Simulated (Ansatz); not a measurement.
# H on Pt(111): change of the work function, part 3 of 3

Aim: the work function of Pt(111) at several coverages of H (fcc site), and the dipole that each adsorbate carries.

Ansatz 0.2.0; plane-wave DFT, PBE, Ansatz PAW.

So far, work function, upper face (eV): step 2 (the clean slab) 5.70; step 3 (17 atoms, coverage 0.25 ML, cell 2x2) 5.59.

## (4) Adsorbate added, k-mesh 12×12×1, coverage 1 ML

System of this step: HPt4 (H/Pt(111)). The cell holds 5 atoms: 4 Pt and 1 H. Its edges and angles: a = 2.772 Å, b = 2.772 Å, c = 25.536 Å, α = 90.0°, β = 90.0°, γ = 60.0°. Vacuum lies along c.

Another coverage, to see how the dipoles act on each other as their distance changes.

File input.yaml:

```yaml
crystal:
  lattice:
    - [2.7718585823, 0.0, 0.0]
    - [1.3859292911, 2.4004999479, 0.0]
    - [0.0, 0.0, 25.536110091]
  atoms:
    - { symbol: Pt, position: [0.0, 0.0, 0.3524420896] }
    - { symbol: Pt, position: [0.3333333333, 0.3333333333, 0.4410700383] }
    - { symbol: Pt, position: [0.6666666667, 0.6666666667, 0.5314032757] }
    - { symbol: Pt, position: [0.0, 0.0, 0.6228628165] }
    - { symbol: H, position: [0.3333333333, 0.3333333333, 0.6475579104] }
kpoints:
  mp_grid: { grid: [12, 12, 1] }
hamiltonian:
  xc: pbe
scf:
  occupations: { method: fermi_dirac, width: 0.1 }
  convergence: { dr2_threshold: 1.0e-08 }
efield:
  axis: 3
  dipole_correction: true
  ramp_position: 0.97
  ramp_width: 0.06
relax:
  f_tol: 0.02
  max_steps: 60
  constraints: [{ sites: [0, 1] }]
output:
  write_potential: true
  write_density: true
  volumetric_format: npy
```

On the command line:

```
$ ansatz run input.yaml --threads 4 --pin off --max-ram 6144MiB --backend cpu --events-out ev --progress --plain --runs-dir out
```

Numbers of over 12 decimals in the logs are rounded to 6 here.

Output:

```text
[...]
Crystal: 5 atoms, lattice volume = 169.913 Å³
Basis set: ecut = 420 eV, 3349 PW (Γ), exchange–correlation on 40×40×360 points (8 copies of the dense FFT grid, shifted against one another)
Bands: 44, of which v1, the nominal top of the filled ones, is band 37 counted from 1 (36 counted from 0)
Symmetry: 6 space group operations
[...]
k-points: 19 of 144 (time reversal used)
[...]
SCF iter   1: F=—  HF=-50106.991716 eV  |F-HF|=—  |Δ(HF+E_count)|=         —  Δρ=9.00e-3  dr2=2.56e0  ethr=1.77e-3  p=-0.008 e·Å  D=-8.35e-3 V/Å  ΔV_dip=0.21 eV  dr2_dipole=1.06e0  V_vac-E_F(+/−)=5.40/5.18 eV  ⟨swp⟩=8.6  Hψ=3859  notcnv=0  defer=1
[...]
SCF iter  11: F=-50106.960266 eV  HF=-50106.960266 eV  |F-HF|=3.71e-9  |Δ(HF+E_count)|=   1.55e-8  Δρ=8.42e-7  dr2=8.26e-9  ethr=1.37e-11  p=0.017 e·Å  D=1.77e-2 V/Å  ΔV_dip=-0.45 eV  dr2_dipole=7.43e-11  V_vac-E_F(+/−)=5.20/5.65 eV  ⟨swp⟩=8.6  Hψ=6074  notcnv=0
SCF 1 converged in 11 iterations: F = -50106.960266 eV  dr2 = 8.26e-9
[...]
relax step   1: F+E_penalty+E_count = -50106.96026578 eV  Δ(F+E_penalty+E_count) = +0.000e0 eV  max|allowed force component| = 1.390e0 eV/Å  Δτ_max = 0.0000 Å  (11 SCF iters, accepted)
[...]
SCF iter  10: F=-50107.148924 eV  HF=-50107.148924 eV  |F-HF|=1.63e-9  |Δ(HF+E_count)|=   1.06e-8  Δρ=6.29e-7  dr2=3.30e-9  ethr=1.37e-11  p=0.019 e·Å  D=2.07e-2 V/Å  ΔV_dip=-0.53 eV  dr2_dipole=8.29e-11  V_vac-E_F(+/−)=5.12/5.65 eV  ⟨swp⟩=8.9  Hψ=4965  notcnv=0
SCF 2 converged in 10 iterations: F = -50107.148924 eV  dr2 = 3.30e-9
relax step   2: F+E_penalty+E_count = -50107.14892405 eV  Δ(F+E_penalty+E_count) = -1.887e-1 eV  max|allowed force component| = 5.921e-1 eV/Å  Δτ_max = 0.1944 Å  (10 SCF iters, accepted)
SCF iter   1: F=—  HF=-50107.212137 eV  |F-HF|=—  |Δ(HF+E_count)|=         —  Δρ=7.00e-3  dr2=3.44e-1  ethr=2.41e-3  p=0.019 e·Å  D=2.07e-2 V/Å  ΔV_dip=-0.53 eV  dr2_dipole=1.02e-1  V_vac-E_F(+/−)=5.12/5.65 eV  ⟨swp⟩=4.3  Hψ=2173  notcnv=0  defer=14
[...]
SCF iter  10: F=-50107.201683 eV  HF=-50107.201683 eV  |F-HF|=2.06e-9  |Δ(HF+E_count)|=   4.02e-8  Δρ=8.34e-7  dr2=4.06e-9  ethr=1.37e-11  p=0.023 e·Å  D=2.46e-2 V/Å  ΔV_dip=-0.63 eV  dr2_dipole=3.57e-10  V_vac-E_F(+/−)=5.03/5.66 eV  ⟨swp⟩=10.0  Hψ=5871  notcnv=0
SCF 3 converged in 10 iterations: F = -50107.201683 eV  dr2 = 4.06e-9
relax step   3: F+E_penalty+E_count = -50107.20168297 eV  Δ(F+E_penalty+E_count) = -5.276e-2 eV  max|allowed force component| = 1.635e-1 eV/Å  Δτ_max = 0.1943 Å  (10 SCF iters, accepted)
SCF iter   1: F=—  HF=-50107.206533 eV  |F-HF|=—  |Δ(HF+E_count)|=         —  Δρ=2.25e-3  dr2=5.48e-3  ethr=1.78e-4  p=0.023 e·Å  D=2.46e-2 V/Å  ΔV_dip=-0.63 eV  dr2_dipole=3.30e-4  V_vac-E_F(+/−)=5.04/5.67 eV  ⟨swp⟩=3.1  Hψ=1769  notcnv=0  defer=15
[...]
SCF iter   9: F=-50107.205085 eV  HF=-50107.205085 eV  |F-HF|=6.04e-9  |Δ(HF+E_count)|=   8.88e-9  Δρ=9.25e-7  dr2=4.56e-9  ethr=1.37e-11  p=0.022 e·Å  D=2.39e-2 V/Å  ΔV_dip=-0.61 eV  dr2_dipole=1.68e-10  V_vac-E_F(+/−)=5.05/5.66 eV  ⟨swp⟩=9.5  Hψ=5620  notcnv=0
SCF 4 converged in 9 iterations: F = -50107.205085 eV  dr2 = 4.56e-9
relax step   4: F+E_penalty+E_count = -50107.20508483 eV  Δ(F+E_penalty+E_count) = -3.402e-3 eV  max|allowed force component| = 1.023e-2 eV/Å  Δτ_max = 0.0337 Å  (9 SCF iters, accepted)
[...]
WARN: The output density's exchange-correlation potential varies sharply where the density is thin. Do not read a vacuum level from v_tot or v_xc, or from such a field of the output density. On a cell that repeats whose density bears no net charge and no dipole along the vacuum's axis use v_es (v_loc + v_h of the components); under efield.dipole_correction with no amplitude use v_es + v_field, which holds any externa [...]
SCF converged after 9 iterations
Free energy (F): -50107.205085 eV
[...]
Internal energy: -50107.013908 eV  (E = F + TS)
E sigma→0 (E₀):  -50107.109497 eV
Entropy (-TS):   -0.191176 eV (-38.235 meV/atom)
Fermi energy:    4.964445 eV
Dipole field:    D = 0.023902 V/Å  (p = 0.022444 e·Å, saw-weighted, corrected)
Work function:   Φ+ = 5.0532 eV   Φ− = 5.6636 eV
[...]
--- Forces (eV/Å), atoms counted from 1 ---
  atom   1  Pt    -0.00000000    -0.00000000    -0.49848477
  atom   2  Pt     0.00000000     0.00000000     0.48804903
  atom   3  Pt     0.00000000     0.00000000     0.00867607
  atom   4  Pt     0.00000000     0.00000000    -0.00846395
  atom   5  H     -0.00000000     0.00000000     0.01023357
  max |Σ_I F_I| component: 9.95e-6 eV/Å
--- Band table (eV; the first three rows and the last of 19) ---
  k-point 0: bands = [... 33 lower, 3.4635, 3.6475, 3.6475, 4.2063, 4.2063, 4.8533, 4.8533, 5.0854, ... 3 higher]
  k-point 1: bands = [... 33 lower, 3.3172, 3.6540, 3.6826, 4.0190, 4.2114, 4.8168, 4.8649, 6.2454, ... 3 higher]
  k-point 2: bands = [... 33 lower, 3.1300, 3.3543, 3.6149, 4.2042, 4.2636, 4.8889, 5.7279, 7.6229, ... 3 higher]
  k-point 18: bands = [... 33 lower, 4.5463, 4.5499, 4.6741, 8.4770, 9.2461, 9.7710, 10.1300, 10.2813, ... 3 higher]
--- Relaxed structure (4 steps of the walk, 4 accepted, 0 SCFs on fresh bases) ---
  F+E_penalty+E_count = -50107.20508483 eV   max|allowed force component| = 1.023e-2 eV/Å
  atoms:
[...]
- { symbol: Pt, position: [0.333333, 0.333333, 0.441070] }
    - { symbol: Pt, position: [0.666667, 0.666667, 0.532312] }
[...]
- { symbol: H, position: [0.333333, 0.333333, 0.663056] }
```

It took 72 s on 4 threads of Arm Neoverse N1, shared host; peak memory 0.49 GiB; 2.1 min of CPU time.

Step by step:

| step | energy less that of the first step (eV) | largest force component (eV/Å) |
| --- | --- | --- |
| 1 | 0.0000 | 1.3895 |
| 2 | -0.1887 | 0.5921 |
| 3 | -0.2414 | 0.1635 |
| 4 | -0.2448 | 0.0102 |

The run keeps the 6 symmetry operations that it works with, so distortions that break them were not tested.

The atoms that moved most (Å):

```
atom     dx     dy     dz  length
  H5  0.000  0.000  0.396   0.396
 Pt4  0.000  0.000  0.097   0.097
 Pt3  0.000  0.000  0.023   0.023
```

The relaxed structure:

```xyz
5
Lattice="2.7719 0.0000 0.0000 1.3859 2.4005 0.0000 0.0000 0.0000 25.5361" Properties=species:S:1:pos:R:3
Pt    0.0000    0.0000    9.0000
Pt    1.3859    0.8002   11.2632
Pt    2.7719    1.6003   13.5932
Pt    0.0000    0.0000   16.0030
H     1.3859    0.8002   16.9319
```

Numbers from this step:

```
energy at zero smearing        : -50107.1095 eV
work function, upper face      : 5.053 eV
work function, lower face      : 5.664 eV
dipole along the normal        : 0.02244 e·Å
step between the vacuum levels : -0.6104 eV
```

Running mean over 2.263 Å of the planar mean; the ramp of the sawtooth is left out. Table of electron's electrostatic potential energy less the Fermi level by z:

| z (Å) | electron's electrostatic potential energy less the Fermi level (eV) |
| --- | --- |
| 3.0 | 5.66 |
| 3.5 | 5.66 |
| 4.0 | 5.66 |
| 4.5 | 5.66 |
| 5.0 | 5.66 |
| 5.5 | 5.65 |
| 6.0 | 5.60 |
| 6.5 | 5.41 |
| 7.0 | 4.58 |
| 7.5 | 1.20 |
| 8.0 | -4.98 |
| 8.5 | -10.00 |
| 9.0 | -11.6 |
| 9.5 | -11.9 |
| 10.0 | -12.1 |
| 10.5 | -12.1 |
| 11.0 | -12.1 |
| 11.5 | -12.0 |
| 12.0 | -11.6 |
| 12.5 | -11.3 |
| 13.0 | -11.7 |
| 13.5 | -12.0 |
| 14.0 | -11.6 |
| 14.5 | -10.6 |
| 15.0 | -10.5 |
| 15.5 | -11.7 |
| 16.0 | -12.9 |
| 16.5 | -11.7 |
| 17.0 | -6.86 |
| 17.5 | -0.667 |
| 18.0 | 3.19 |
| 18.5 | 4.64 |
| 19.0 | 4.96 |
| 19.5 | 5.03 |
| 20.0 | 5.05 |
| 20.5 | 5.05 |
| 21.0 | 5.05 |
| 21.5 | 5.05 |
| 22.0 | 5.05 |
| 22.5 | 5.05 |

The relaxation took 4 steps and lowered the energy by 0.24 eV; the largest force on the free atoms ends at 0.010 eV/Å.

The covered face has 5.05 eV, -0.65 eV against the clean one; the bare back face has moved by -0.01 eV, a measure of how thin the slab is.

## (5) Work function against coverage

This step: plane-wave DFT, PBE, Ansatz PAW; work function against coverage (Ansatz 0.2.0).

The runs are now put side by side.

Numbers from this step:

```yaml
work_function_of_the_clean_face: 5.703 eV
largest_change_of_the_work_function: -0.6498 eV
```

Table of work function of the covered face by coverage:

| coverage (adsorbates/nm²) | work function of the covered face (eV) |
| --- | --- |
| 0.00 | 5.70 |
| 3.76 | 5.59 |
| 15.03 | 5.05 |

The dipole per adsorbate comes from the change of the cell's dipole. Coverage, by row:

```csv
coverage (1/nm²),coverage (ML),work function (eV),change (eV),"dipole per adsorbate, positive end outwards (debye)",mean height of the added atoms over the highest substrate atom (Å)
3.757,0.25,5.585,-0.1179,0.07,0.8935
15.03,1,5.053,-0.6498,0.113,0.9289
```

## (6) Results

```yaml
work_function_of_the_clean_face: 5.70 eV
work_function_at_0p25_ml: 5.59 eV
work_function_at_1_ml: 5.05 eV
dipole_per_adsorbate_at_0p25_ml_positive_end_outwards: 0.07 D
```

In words: At the lowest coverage H changes the work function of Pt(111) by under 0.15 eV, within the error of so thin a slab; the largest change, -0.65 eV, comes at higher coverage. The slab has 4 layers, at the tabulated experimental lattice constant, one starting site was run, and quantum-size effects of a slab this thin can reach one or two tenths of an eV.

[Logs are printed without paths, hosts, clocks, repeated set-up lines and the standing remarks that a program may print on its own settings, such as how far it seeks lower states.]

[Hosts, paths, dates, database ids (printed as entryN), source tags and the programs' standing remarks are cut or masked in the printed files.]

[Maps of the electrostatic potential energy from Ansatz leave out the sawtooth potential of an applied field or a dipole correction, so their vacuum need not be flat; planar profiles and work functions include it.]
